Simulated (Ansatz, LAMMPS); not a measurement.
**Localised basis functions on aqueous Mg2+ and triflate, 6.9 mol of salt per kg of water at 280 K (164 atoms)**

Aim: test how closely localised support functions follow the reference on aqueous Mg2+ and triflate, 6.9 mol of salt per kg of water at 280 K (164 atoms), and at what cost. A setting counts as converged where the r.m.s. difference of forces stays under 1 % of the r.m.s. force.

Program: Ansatz 0.2.0. Level of theory: Kohn-Sham DFT, PBEsol, PAW (set soft_2), plane waves. Values are calculated unless marked as measured.

### Step 1. The system as given

The cell holds 164 atoms: 56 O, 8 S, 8 C, 24 F, 64 H and 4 Mg. Its edges and angles: a = 12.233 Å, b = 12.233 Å, c = 12.233 Å, α = 90.0°, β = 90.0°, γ = 90.0°. 32 H2O, 4 Mg2+, 8 triflate placed at random, at 1.69 g/cm³; overlaps pushed apart, then 10 ps at 420 K with divalent ions of Li, Roberts, Chakravorty and Merz (J. Chem. Theory Comput. 9, 2733 (2013)); MMFF94 bonds, angles, torsions, charges and radii (Halgren, J. Comput. Chem. 17, 490 (1996)) in harmonic and 12-6 forms; SPC/E water (Berendsen, Grigera and Straatsma, J. Phys. Chem. 91, 6269 (1987)). Snapshot after 20 ps at 280 K and fixed volume.

Limits known from the start: The network of contacts between molecules at the start is that of the classical potential that made the cell, and needn't be the one that DFT or experiment would give. The concentration wasn't checked against solubility and may exceed it. The functional has no dispersion term, which matters for the binding between molecules or layers. The density was typed from a rule of thumb and may lie off the real one at this temperature. The Brillouin zone is sampled at Γ only, in a cell whose shortest periodic width is 12 Å.

### Step 2. Making the structure

A classical potential makes the cell, at a small fraction of what the same run would cost in DFT.

This step: classical MD, divalent ions of Li, Roberts, Chakravorty and Merz (J. Chem. Theory Comput. 9, 2733 (2013)); MMFF94 bonds, angles, torsions, charges and radii (Halgren, J. Comput. Chem. 17, 490 (1996)) in harmonic and 12-6 forms; SPC/E water (Berendsen, Grigera and Straatsma, J. Phys. Chem. 91, 6269 (1987)) (LAMMPS 22 Jul 2025 - Update 4).

in.lmp

```
# aqueous Mg2+ and triflate, 6.9 mol of salt per kg of water
units real
atom_style full
boundary p p p
bond_style harmonic
angle_style harmonic
dihedral_style opls
improper_style harmonic
special_bonds lj 0 0 0.5 coul 0 0 0.75
read_data data.lmp
neigh_modify delay 0 every 1 check yes one 4000
comm_modify cutoff 12.0
timestep 0.5
thermo_style custom step time temp pe press density
thermo_modify norm yes
# push overlapping molecules apart
pair_style soft 2.6
pair_coeff * * 0.0
variable a equal ramp(1,60)
fix ad all adapt 1 pair soft a * * v_a
velocity all create 420 354971 mom yes dist gaussian
fix lim all nve/limit 0.03
fix lan all langevin 420 420 50 354972 zero yes
thermo 1000
run 3000 post no
unfix ad
pair_style lj/cut/coul/long 9.0
pair_modify mix arithmetic tail yes
pair_coeff 1 1 0.0763 3.0960   # O
pair_coeff 2 2 0.2681 3.4180   # S
pair_coeff 3 3 0.0678 3.3680   # C
pair_coeff 4 4 0.0801 2.5590   # F
pair_coeff 5 5 0.1553 3.1660   # O
pair_coeff 6 6 0.0000 1.0000   # H
# [... 20 lines left out ...]
compute msd all msd com yes
thermo 5000
fix md all nvt temp 280 280 100
run 20000 post no
print "== T280: mean square displacement over the hold $(c_msd[4]:%.2f) A^2"
unfix md
uncompute msd
write_dump all custom T280.dump id type xs ys zs modify sort id
```

The run is started by

```bash
> lmp -in in.lmp -log none -nocite
```

The log of the run:

```text
LAMMPS (22 Jul 2025 - Update 4)
Reading data file ...
  orthogonal box = (0 0 0) to (12.23256 12.23256 12.23256)
  164 atoms
  orthogonal box = (0 0 0) to (12.23256 12.23256 12.23256)
  120 bonds
  128 angles
  72 dihedrals
WARNING: Bond/angle/dihedral extent > half of periodic box length
   Step          Time           Temp          PotEng         Press         Density
         0   0              420            0.70319074    -17893.558      1.6929982
      1000   500            407.94032      1.3455866      25582.352      1.6929982
      2000   1000           408.26111      1.2017428      19526.322      1.6929982
      3000   1500           374.90349      1.1201382      26846.147      1.6929982
WARNING: Bond/angle/dihedral extent > half of periodic box length
Loop time of 0.204271 s on 1 MPI rank(s) for 3000 steps with 164 atoms
PPPM initialization ...
WARNING: System is not charge neutral, net charge = -0.0008
[... 33 lines left out ...]
Loop time of 5.63964 s on 1 MPI rank(s) for 10000 steps with 164 atoms
WARNING: Bond/angle/dihedral extent > half of periodic box length
   Step          Time           Temp          PotEng         Press         Density
[... 4 lines left out ...]
WARNING: Bond/angle/dihedral extent > half of periodic box length
Loop time of 2.7653 s on 1 MPI rank(s) for 5000 steps with 164 atoms
WARNING: Bond/angle/dihedral extent > half of periodic box length
   Step          Time           Temp          PotEng         Press         Density
[... 2 lines left out ...]
     25000   24000          255.19217     -7.9346765      4472.9338      1.6929982
     30000   29000          302.05216     -7.948957      -4679.3204      1.6929982
     35000   34000          261.658       -7.9462039     -7177.5304      1.6929982
     37000   36000          288.36079     -7.9102128      710.24662      1.6929982
WARNING: Bond/angle/dihedral extent > half of periodic box length
Loop time of 10.7197 s on 1 MPI rank(s) for 20000 steps with 164 atoms
== T280: mean square displacement over the hold 2.59 A^2
```

Run time: 21 s. Hardware: 1 thread of Arm Neoverse V2, shared host; peak memory 0.13 GiB.

The input also reads data.lmp (atoms, bonds and types; not printed here).

### Step 3. Plane-wave single point

This run is the reference for what follows, at a cutoff of 420 eV.

input.yaml

```yaml
crystal:
  lattice:
    - [12.23256, 0.0, 0.0]
    - [0.0, 12.23256, 0.0]
    - [0.0, 0.0, 12.23256]
  atoms:
    - { symbol: O, position: [0.36811, 0.53518, 0.47734] }
    - { symbol: S, position: [0.32895, 0.55663, 0.59212] }
    - { symbol: O, position: [0.30193, 0.67349, 0.59835] }
    - { symbol: O, position: [0.39867, 0.5108, 0.67973] }
    - { symbol: C, position: [0.19491, 0.4792, 0.59645] }
    - { symbol: F, position: [0.20879, 0.37734, 0.63834] }
    - { symbol: F, position: [0.10574, 0.52274, 0.64488] }
    - { symbol: F, position: [0.15586, 0.46674, 0.49262] }
    - { symbol: O, position: [0.83586, 0.07768, 0.967] }
    - { symbol: S, position: [0.87509, 0.96784, 0.9379] }
    - { symbol: O, position: [0.99392, 0.95592, 0.94493] }
    - { symbol: O, position: [0.83531, 0.93186, 0.83233] }
    - { symbol: C, position: [0.81316, 0.87731, 0.05131] }
    - { symbol: F, position: [0.88214, 0.79755, 0.09101] }
    - { symbol: F, position: [0.77083, 0.93153, 0.13939] }
    - { symbol: F, position: [0.73163, 0.82334, 0.00438] }
    - { symbol: O, position: [0.73324, 0.24846, 0.70816] }
    - { symbol: S, position: [0.73802, 0.32388, 0.80156] }
    - { symbol: O, position: [0.78357, 0.28133, 0.903] }
    - { symbol: O, position: [0.62908, 0.36739, 0.8177] }
    - { symbol: C, position: [0.83017, 0.44047, 0.76738] }
    - { symbol: F, position: [0.78807, 0.50617, 0.68845] }
    - { symbol: F, position: [0.84561, 0.50983, 0.85454] }
    - { symbol: F, position: [0.93155, 0.40669, 0.73432] }
    - { symbol: O, position: [0.22434, 0.4678, 0.83444] }
    - { symbol: S, position: [0.15747, 0.51966, 0.91885] }
    - { symbol: O, position: [0.23292, 0.56888, 0.99268] }
    - { symbol: O, position: [0.07368, 0.4504, 0.96482] }
    - { symbol: C, position: [0.08883, 0.63544, 0.8491] }
    - { symbol: F, position: [0.05259, 0.70536, 0.92607] }
    - { symbol: F, position: [0.15372, 0.68864, 0.77777] }
    - { symbol: F, position: [0.00022, 0.60514, 0.79173] }
    [... 126 atom lines left out ...]
    - { symbol: H, position: [0.64997, 0.85184, 0.32781] }
    - { symbol: H, position: [0.68216, 0.97537, 0.28874] }
    - { symbol: Mg, position: [0.85424, 0.22046, 0.02094] }
    - { symbol: Mg, position: [0.68922, 0.98642, 0.50961] }
    - { symbol: Mg, position: [0.50651, 0.43944, 0.76012] }
    - { symbol: Mg, position: [0.27454, 0.84864, 0.35462] }
kpoints:
  mp_grid: { grid: [1, 1, 1] }
hamiltonian:
  xc: pbesol
scf:
  occupations: { method: gaussian, width: 0.025 }
output:
  forces: true
  stress: true
  populations: intrinsic
  dos:
    method: { smearing: { sigma: 0.1 } }
    de: 0.1
    projected: { site_lists: { C: [C], F: [F], H: [H], Mg: [Mg], O: [O] } }
  eigenvalues: true
  write_density: true
  write_potential: true
  volumetric_format: npy
```

The run is started by

```bash
> ansatz run input.yaml --threads 8 --pin off --max-ram 15872MiB --backend cpu --events-out ev --progress --plain --runs-dir out
```

The log of the run:

```text
Engine: ansatz 0.2.0, aarch64-unknown-linux-gnu
Pseudopotentials: kind: paw
Pseudopotential: O, paw, valence charge 6, recommended cutoff 420 eV (normal), O.paw.azcp
Pseudopotential: S, paw, valence charge 6, recommended cutoff 420 eV (normal), S.paw.azcp
Pseudopotential: C, paw, valence charge 4, recommended cutoff 420 eV (normal), C.paw.azcp
Pseudopotential: F, paw, valence charge 7, recommended cutoff 420 eV (normal), F.paw.azcp
Pseudopotential: H, paw, valence charge 1, recommended cutoff 420 eV (normal), H.paw.azcp
Pseudopotential: Mg, paw, valence charge 10, recommended cutoff 420 eV (normal), Mg.paw.azcp
[... 3 lines on functional and potentials left out ...]
Crystal: 164 atoms, lattice volume = 1830.426 Å³
Basis set: ecut = 420 eV, 35729 PW (Γ), exchange–correlation on 180×180×180 points (8 copies of the dense FFT grid, shifted against one another)
Bands: 508, of which v1, the nominal top of the filled ones, is band 344 counted from 1 (343 counted from 0)
Symmetry: 1 space group operations
Space group: P1 (ITA 1), of the structure as read, at distance tolerance 1.2e-4 Å
k-points: 1
[... 18 lines on functional and potentials left out ...]
Initial density: superposition of atomic densities (neutral atoms: chi_scale 0, normalization atom), corrected by the library's trained network
Initial wavefunctions: pseudopotential atomic-orbital guess
Functional: x = pbesol(κ = 0.804, μ = 0.123457), c = pbesol(β = 0.046)
SCF iter   1: F=—  HF=-68317.905314 eV  |F-HF|=—  |Δ(HF+E_count)|=         —  Δρ=8.31e-3  dr2=1.09e0  ethr=1.77e-3  ⟨swp⟩=6.0  Hψ=2365  notcnv=0  defer=35
preconditioner: auto → Resta (q_TF=auto, 2.318 Å⁻¹)  ε∞=2.5  [insulator: Δε(μ)=4.936 eV  Ē_g=17.688 eV  σ=0.025 eV  W_gap=1.00  n_scr=388 (ndim 8)  ℏωp=22.0 eV  f_vac=0.279  D(μ)=0.00/eV (n_scr^D=0)  ε∞_Penn≈2.5  vacuum switching on, ρ_ref=2.3e-2 e/Å³]
SCF iter   2: F=—  HF=-68317.543987 eV  |F-HF|=—  |Δ(HF+E_count)|=   3.61e-1  Δρ=2.55e-3  dr2=1.18e-1  ethr=1.58e-4  ⟨swp⟩=2.0  Hψ=886  notcnv=0  defer=157
SCF iter   3: F=—  HF=-68317.528564 eV  |F-HF|=—  |Δ(HF+E_count)|=   1.54e-2  Δρ=1.30e-3  dr2=2.55e-2  ethr=1.71e-5  ⟨swp⟩=5.0  Hψ=689  notcnv=0  defer=157
SCF iter   4: F=—  HF=-68317.525979 eV  |F-HF|=—  |Δ(HF+E_count)|=   2.58e-3  Δρ=4.85e-4  dr2=3.25e-3  ethr=3.70e-6  ⟨swp⟩=5.0  Hψ=1323  notcnv=0  defer=156
SCF iter   5: F=—  HF=-68317.526101 eV  |F-HF|=—  |Δ(HF+E_count)|=   1.22e-4  Δρ=2.06e-4  dr2=5.66e-4  ethr=4.73e-7  ⟨swp⟩=2.0  Hψ=651  notcnv=0  defer=156
SCF iter   6: F=—  HF=-68317.526058 eV  |F-HF|=—  |Δ(HF+E_count)|=   4.32e-5  Δρ=5.86e-5  dr2=4.57e-5  ethr=8.23e-8  ⟨swp⟩=2.0  Hψ=648  notcnv=0  defer=156
SCF iter   7: F=—  HF=-68317.530395 eV  |F-HF|=—  |Δ(HF+E_count)|=   4.34e-3  Δρ=2.48e-5  dr2=7.93e-6  ethr=6.64e-9  ⟨swp⟩=3.0  Hψ=700  notcnv=0  defer=156
SCF iter   8: F=—  HF=-68317.530396 eV  |F-HF|=—  |Δ(HF+E_count)|=   1.21e-6  Δρ=6.84e-6  dr2=5.20e-7  ethr=1.15e-9  ⟨swp⟩=2.0  Hψ=654  notcnv=0  defer=156
SCF iter   9: F=—  HF=-68317.530397 eV  |F-HF|=—  |Δ(HF+E_count)|=   4.46e-7  Δρ=2.81e-6  dr2=1.16e-7  ethr=1.45e-11  ⟨swp⟩=21.0  Hψ=4428  notcnv=0
SCF iter  10: F=-68317.530397 eV  HF=-68317.530397 eV  |F-HF|=1.15e-9  |Δ(HF+E_count)|=   2.52e-9  Δρ=1.06e-6  dr2=1.69e-8  ethr=1.45e-11  ⟨swp⟩=10.0  Hψ=2827  notcnv=0
SCF 1 converged in 10 iterations: F = -68317.530397 eV  dr2 = 1.69e-8
  greatest PAW one-centre occupation: 1.000 electrons in one spin orbital (limit 2), on the Mg atom at site 163 (counted from 0), in its partial waves of l = 0
WARN: The input density's exchange-correlation potential varies sharply where the density is thin. Do not read a vacuum level from v_tot or v_xc, or from such a field of the output density. On a cell that repeats whose density bears no net charge and no dipole along the vacuum's axis use v_es (v_loc + v_h of the components); [...]
SCF converged after 10 iterations
Free energy (F): -68317.530397 eV
Harris-Foulkes:  -68317.530397 eV  (|F-HF|=1.15e-9)
Internal energy: -68317.530397 eV  (E = F + TS)
E sigma→0 (E₀):  -68317.530397 eV
Fermi energy:    2.164505 eV
--- Per-component energies (eV) ---
  E_band       = -7385.054998
  E_kinetic    = 17566.060826
  E_local      = -74032.131192  (includes V_loc(G=0)·N_el)
  E_nonlocal   = 5390.048294
  E_hartree    = 28600.862922
  E_xc         = -7747.399967
  E_vxc        = -9659.579248  (∫ρ·V_xc dr)
  E_paw        = -19799.619480  (= ΣΔE_a)
  E_vpaw       = -3851.293681  (= ΣTr[D̂ρ^β])
  E_aug_tail   = 0.115371  (compensation charges beyond the density's cutoff)
  E_ewald      = -18299.361765
  E_core_change = 3.894594  (= ΣΔE_core)
  E_smearing   = -0.000000  (= −TS)
  E_closure    = -0.000000  (closes the sum)
  Σ components = -68317.530397   (vs F -68317.530397, Δ=0.00e0)
--- Forces (eV/Å), atoms counted from 1 ---
  atom   1  O     -1.07836174     0.31158265     2.13081989
  atom   2  S      0.90376114    -0.32281600    -1.24128141
  atom   3  O     -0.03899039    -0.85967207     1.09967109
  atom   4  O     -2.59460705     1.80660205    -2.32767281
  atom   5  C     -2.59978407    -1.76412201    -0.98805483
  atom   6  F      0.36466346     1.10918187    -0.47663353
  atom   7  F      1.45994091     0.41664921     0.46392162
  atom   8  F      1.34320383     0.05699769     0.21246761
  atom   9  O      0.14114970    -2.40623323    -0.48598736
  atom  10  S      0.94068052     1.60825567     0.63813651
  atom  11  O     -0.39524223    -0.24702762     0.23192972
  atom  12  O     -0.85443902    -0.30853159    -0.08383639
  atom  13  C     -0.69203729    -1.10085153     0.77324756
  atom  14  F     -0.29319485     1.48009579    -0.59494406
[...]
atom 163  Mg     0.06553248     0.12749015    -0.00645123
  atom 164  Mg    -0.14396073    -0.51652864     0.08006154
  max |Σ_I F_I| component: 7.02e-5 eV/Å
--- Stress (GPa, compression-positive) ---
        0.580192       0.084889       0.640055
        0.084890       0.284998       0.593038
        0.640055       0.593038      -0.431758
  P = ⅓ Tr σ = 0.1445 GPa (1.445 kbar)
--- Band table (eV) ---
  k-point 0: bands = ["-72.0419", "-71.9284", "-71.8575", "-70.9876", [... 492 levels ...], "12.2295", "12.2429", "12.2715", "12.3439", "12.3620", "12.4064", "12.4179", "12.4608", "12.4937", "12.5162", "12.5658", "12.5988"]
--- intrinsic populations: 164 sites ---
  site symbol       q [e]
     0      O      6.8150
     1      S      3.8322
     2      O      6.8250
[...]
163     Mg      8.3861
  spilling = 0.000000 (of n_electrons = 688.000000)
```

Wall time 24 s (8 threads of Arm Neoverse V2, shared host); peak memory 2.8 GiB.

The program notes that the exchange-correlation potential is rough where the density is thin.

Numbers from this run:

```
free energy                                      : -68317.5304 eV
free energy per atom                             : -416.5703 eV/atom
SCF cycles                                       : 10
pressure                                         : 0.1445 GPa
r.m.s. force component                           : 0.8628 eV/Å
longest force                                    : 4.286 eV/Å
Fermi energy                                     : 2.165 eV
gap (highest filled to lowest empty level) : 4.255 eV
```

Neighbours are counted within 1.21 Å (H-O), 1.93 Å (O-S), 2.58 Å (O-Mg), 1.62 Å (F-C), 2.21 Å (C-S).

Length of the force by element and coordination:

```
element  coordination  atoms  mean length of the force (eV/Å)  spread  least  most
      C           all      8                             2.62   0.759   1.43  3.75
      F           all     24                             1.46   0.633  0.425  2.51
      H           all     64                            0.911   0.336  0.222  1.60
     Mg           all      4                            0.804   0.833  0.143  2.23
      O           all     56                             1.19   0.814  0.282  3.93
      O             1     17                             1.41   0.662  0.519  2.89
      O             2     22                             1.33    1.06  0.282  3.93
      O             3     17                            0.792   0.220  0.360  1.18
      S           all      8                             2.69   0.837   1.57  4.29
```

Intrinsic-atomic-orbital charges by element and coordination:

```
element  coordination  atoms  mean charge (e)  spread   least    most
      C           all      8            0.574  0.0121    0.56   0.597
      F           all     24           -0.246  0.0142  -0.283  -0.212
      H           all     64            0.381  0.0115   0.359   0.416
     Mg           all      4             1.61  0.0013    1.61    1.61
      O           all     56           -0.844  0.0565  -0.977  -0.711
      O             1     17           -0.849  0.0256  -0.918  -0.815
      O             2     22           -0.831  0.0846  -0.977  -0.711
      O             3     17           -0.854  0.0164  -0.886  -0.828
      S           all      8             2.22    0.03    2.17    2.27
```

States in the cell by windows of 1 eV, zero at the Fermi level; the larger projections on atomic orbitals stand beside the total:

| from (eV) | to (eV) | total | O p | F p | H s | C p |
| --- | --- | --- | --- | --- | --- | --- |
| -18 | -16 | 0.0 | 0.0 | 0.0 | 0.0 | 0.0 |
| -16 | -15 | 8.6 | 0.3 | 2.0 | 0.1 | 0.8 |
| -15 | -14 | 7.4 | 0.2 | 2.0 | 0.0 | 0.6 |
| -14 | -13 | 2.8 | 0.4 | 1.0 | 0.1 | 0.3 |
| -13 | -12 | 13.2 | 1.5 | 4.9 | 0.2 | 1.6 |
| -12 | -11 | 36.0 | 3.8 | 19.8 | 0.8 | 5.8 |
| -11 | -10 | 22.4 | 9.3 | 4.7 | 2.3 | 1.7 |
| -10 | -9 | 41.3 | 26.8 | 1.3 | 7.9 | 0.2 |
| -9 | -8 | 44.6 | 22.3 | 11.6 | 5.7 | 0.2 |
| -8 | -7 | 52.2 | 13.9 | 31.4 | 1.9 | 0.2 |
| -7 | -6 | 70.7 | 28.1 | 36.7 | 1.7 | 0.2 |
| -6 | -5 | 56.7 | 43.3 | 7.5 | 1.4 | 0.3 |
| -5 | -4 | 56.3 | 46.6 | 3.6 | 0.6 | 1.3 |
| -4 | -3 | 59.0 | 57.1 | 0.3 | 0.2 | 0.1 |
| -3 | -2 | 24.9 | 24.5 | 0.1 | 0.1 | 0.0 |
| -2 | 1 | 0.0 | 0.0 | 0.0 | 0.0 | 0.0 |
| 1 | 2 | 0.2 | 0.0 | 0.0 | 0.0 | 0.0 |
| 2 | 3 | 10.9 | 1.5 | 1.0 | 1.3 | 2.1 |
| 3 | 4 | 37.5 | 5.7 | 3.5 | 3.0 | 7.2 |
| 4 | 5 | 23.9 | 3.2 | 0.7 | 6.5 | 1.5 |

Between -26 and -18 eV lie 111 more states.

Not all projections were asked for or kept, so they needn't add up to the total.

The levels nearest the highest filled one (over half full), pooled over k-points and spins:

| level less the highest filled one (eV) | occupation |
| --- | --- |
| -0.504 | 2 |
| -0.412 | 2 |
| -0.406 | 2 |
| -0.362 | 2 |
| -0.237 | 2 |
| 0 | 2 |
| 4.26 | 0 |
| 4.83 | 0 |
| 4.89 | 0 |
| 5.03 | 0 |
| 5.06 | 0 |
| 5.20 | 0 |

Valence density in the ac plane at fractional y = 0.113, with atoms of S and F and O and C and H within 0.2 Å of it. It is the smooth field of the valence electrons, not physical close to the nuclei.

Values in units of 1e0 e/Å³, 13 rows by 16 columns, each cell a mean:
```
0.0 0.0 0.0 0.1 0.0 0.2 1.1 0.9 0.6 0.6 2.2 0.4 0.5 2.3 0.6 0.0
0.0 0.1 0.7 1.6 0.3 0.2 0.8 0.3 0.1 0.8 4.3 0.6 0.1 0.2 0.1 0.0
0.3 0.1 0.5 1.3 0.2 0.0 0.1 0.1 0.0 0.0 0.1 0.0 0.0 0.0 0.0 0.4
4.7 0.2 0.0 0.1 0.1 0.1 1.8 3.6 0.2 0.0 0.2 0.5 0.1 0.0 0.2 5.0
1.1 0.2 0.1 0.2 1.0 1.0 2.3 3.4 0.2 0.0 0.3 0.9 0.2 0.0 0.1 1.3
0.8 0.6 0.2 0.1 0.3 0.8 1.0 0.2 0.0 0.0 0.1 0.1 0.0 0.0 0.2 1.1
0.2 0.1 0.0 0.0 0.0 0.1 0.5 0.6 0.1 0.1 0.8 0.9 0.1 0.1 0.1 0.3
0.6 0.1 0.0 0.0 0.0 0.1 1.4 4.2 0.6 0.2 1.5 1.7 0.1 0.0 0.1 0.4
0.2 0.0 0.0 0.0 0.0 0.0 0.5 1.4 0.2 0.0 0.1 0.1 0.0 0.0 0.0 0.2
0.0 0.0 0.0 0.0 0.0 0.0 0.0 0.0 0.0 0.0 0.0 0.0 0.0 0.0 0.0 0.1
0.4 0.0 0.0 0.0 0.0 0.0 0.0 0.0 0.0 0.0 0.0 0.0 0.0 0.0 0.5 1.1
0.4 0.0 0.0 0.0 0.0 0.1 0.2 0.3 0.3 0.1 0.0 0.0 0.0 0.1 0.5 1.2
0.0 0.0 0.0 0.0 0.0 0.2 0.8 0.8 0.7 0.1 0.0 0.0 0.2 0.7 0.2 0.1
```
Columns run along a (12.2 Å), rows up along c (12.2 Å). Atoms in or near the plane, at fractional coordinates: S at (0.45, 0.00), F at (0.99, 0.72), O at (0.45, 0.40), C at (0.37, 0.60), F at (0.44, 0.69), H at (0.71, 0.68), H at (0.00, 0.14).

[end of part 1 of 2]

[Long decimals in the printed logs are rounded to 6 places.]

[Logs are printed without paths, hosts, clocks, repeated set-up lines and the standing remarks that a program may print on its own settings, such as how far it seeks lower states.]

[Hosts, paths, dates, database ids (printed as entryN), source tags and the programs' standing remarks are cut or masked in the printed files.]

[The MMFF94 radii named for the starting cell were scaled by 0.96; in molecules described by MMFF94, hydrogen bound to N, O or S took a small fixed 12-6 site in their place.]
